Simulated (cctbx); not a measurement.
# Reading a Patterson map

Space group C2/m (no. 12), a = 10.7940 Å, b = 11.9290 Å, c = 9.5650 Å, α = 90.00°, β = 110.10°, γ = 90.00°, content Ba20 Cr4 C20.

The data are simulated with cctbx, not measured: Mo Kα, λ = 0.71073 Å, to d = 0.75 Å, 80 % of the full sphere, strongest reflection 20000 counts, noise from counting, a 3 % proportional error and a noise floor of 4 counts (s.d.); no absorption.

Patterson synthesis from sharpened amplitudes, origin scaled to 1000:

```text
Patterson group C 1 2/m 1
      u       v       w   height  length (A)
  0.000   0.000   0.000   1000.0     0.00
  0.211   0.500   0.606    237.1     7.80
  0.157   0.500   0.487    232.1     7.40
  0.000   0.470   0.000    226.3     5.61
  0.218   0.265   0.858    206.6     4.43
  0.064   0.236   0.373    205.7     4.41
  0.086   0.265   0.554    192.6     5.64
  0.244   0.234   0.041    191.9     3.76
  0.168   0.265   0.256    182.5     4.03
 -0.006   0.234   0.237    177.0     3.61
  0.024   0.500   0.182    173.9     6.19
  0.248   0.000   0.798    168.6     3.80
  0.054   0.000   0.606    166.3     4.01
  0.080   0.500   0.787    154.7     6.45
```

**Question.** Which atom pairs make the peaks, and where is the heaviest atom?

A peak at u stands for all pairs with xi − xj = u, with weight Σ ZiZj against Σ Z² = 65744 at the origin. Peak heights follow these weights only roughly, since form factors, motion and series ripples differ, all vectors within 0.55 Å of a peak are counted as merged into it though the farther ones add only part of their weight, and F(000) is left out, which lowers the whole map:

| u | v | w | shortest length (Å) | height | 1000 ΣZiZj/ΣZ² | pairs in the cell |
| --- | --- | --- | --- | --- | --- | --- |
| 0.211 | 0.500 | 0.606 | 3.98 | 237 | 383 | 8 × Ba–Ba, 2 × C–C |
| 0.157 | 0.500 | 0.487 | 5.03 | 232 | 191 | 4 × Ba–Ba |
| 0.000 | 0.470 | 0.000 | 5.41 | 226 | 208 | 4 × Ba–Ba, 2 × Cr–Cr |
| 0.218 | 0.265 | 0.858 | 4.02 | 207 | 191 | 4 × Ba–Ba |
| 0.064 | 0.236 | 0.373 | 4.41 | 206 | 273 | 4 × Ba–Ba, 4 × Ba–Cr |
| 0.086 | 0.265 | 0.554 | 5.64 | 193 | 191 | 4 × Ba–Ba |
| 0.244 | 0.234 | 0.041 | 3.76 | 192 | 192 | 4 × Ba–Ba, 2 × C–C |
| 0.168 | 0.265 | 0.256 | 4.03 | 182 | 191 | 4 × Ba–Ba |
| -0.006 | 0.234 | 0.237 | 3.61 | 177 | 191 | 4 × Ba–Ba |
| 0.024 | 0.500 | 0.182 | 5.32 | 174 | 191 | 4 × Ba–Ba |

The table stops at ten peaks or at a height of 45, below which ripples compete. In the model behind the data Ba, the heaviest element, has 4 independent sites: (0.6709, 0.7653, 0.2551), (0.9151, 0, 0.2961), (0.6627, 0, 0.4905) and (0.3919, 0, 0.1193), up to an allowed shift of origin; the Ba–Ba vectors are differences of these positions and their symmetry mates. The whole model:

```
atom  mult.       x       y       z  Ueq (Å²)
 Ba1      8  0.6709  0.7653  0.2551    0.0118
 Ba2      4  0.9151       0  0.2961    0.0201
 Ba3      4  0.6627       0  0.4905    0.0254
 Ba4      4  0.3919       0  0.1193    0.0164
 Cr1      4     1/2  0.7406     1/2    0.0251
  C1      8  0.4425  0.1755  0.3414    0.0341
  C2      8  0.6301  0.6499  0.4899    0.0225
  C3      4  0.6522       0  0.1935    0.0377
```

This is a model crystal, built by substitution and not relaxed, with assumed displacement parameters.

[Logs are printed without paths, hosts, clocks, repeated set-up lines and the standing remarks that a program may print on its own settings, such as how far it seeks lower states.]
